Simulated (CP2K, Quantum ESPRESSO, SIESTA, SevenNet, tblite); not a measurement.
# Bulk modulus two ways: random rock-salt (Ti, Nb, Ta, Hf)C solid solution (64 atoms), QE, PBE

The cell holds 64 atoms (11 Nb, 32 C, 3 Ti, 9 Hf and 9 Ta). Recipe: rock-salt lattice (a = 4.495 Å, the mean of the end members), 2 x 2 x 2 cells, metal sites filled at random with 3 Ti, 11 Nb, 9 Ta, 9 Hf; every coordinate displaced by a Gaussian of 0.05 Å. Then the atoms were relaxed with SevenNet 0 in the fixed cell.

Calculated with Quantum ESPRESSO 7.5: PBE; plane waves, SSSP efficiency, 60/480 Ry; k-points Γ. The cell is scaled evenly by ±3 % in volume, with fractional positions held.

```
volume (Å³/atom)  energy less the middle row's (meV/atom)  pressure (GPa)
          11.012                                   15.381          12.100
          11.353                                    0.000           2.368
          11.693                                    3.806          -5.982
```

Task: Find the bulk modulus at the middle volume from the pressures and from the energies, and check the printed pressure against the slope of the energy (1 meV/Å³ = 0.16022 GPa).

Worked:

The step is h = 0.3406 Å³. From pressures: B = −V dP/dV = 11.353 × (12.100 − (-5.982)) / (2 × 0.3406) = 301 GPa.

From energies: B = V d²E/dV² = 11.353 × (15.381 + (3.806)) / 0.3406² = 1878 meV/Å³ = 301 GPa.

Slope: P = −dE/dV = −(3.806 − (15.381)) / (2 × 0.3406) = 17.0 meV/Å³ = 2.72 GPa, against 2.37 GPa printed.

The two moduli agree within 0 %.

A central difference over ±3 % overstates P by about B(1 + B′)(0.03)²/6, some 0.23 GPa for B′ = 4. A stress printed at a finite cutoff holds the number of plane waves fixed and tends to come out low, which is the sign found here.

Limits: three points, a static cell at zero temperature, the cell shape held; the modulus is that at 2.4 GPa, not at zero pressure.

[Logs are printed without paths, hosts, clocks, repeated set-up lines and the standing remarks that a program may print on its own settings, such as how far it seeks lower states.]

[Hosts, paths, dates, database ids (printed as entryN), source tags and the programs' standing remarks are cut or masked in the printed files.]
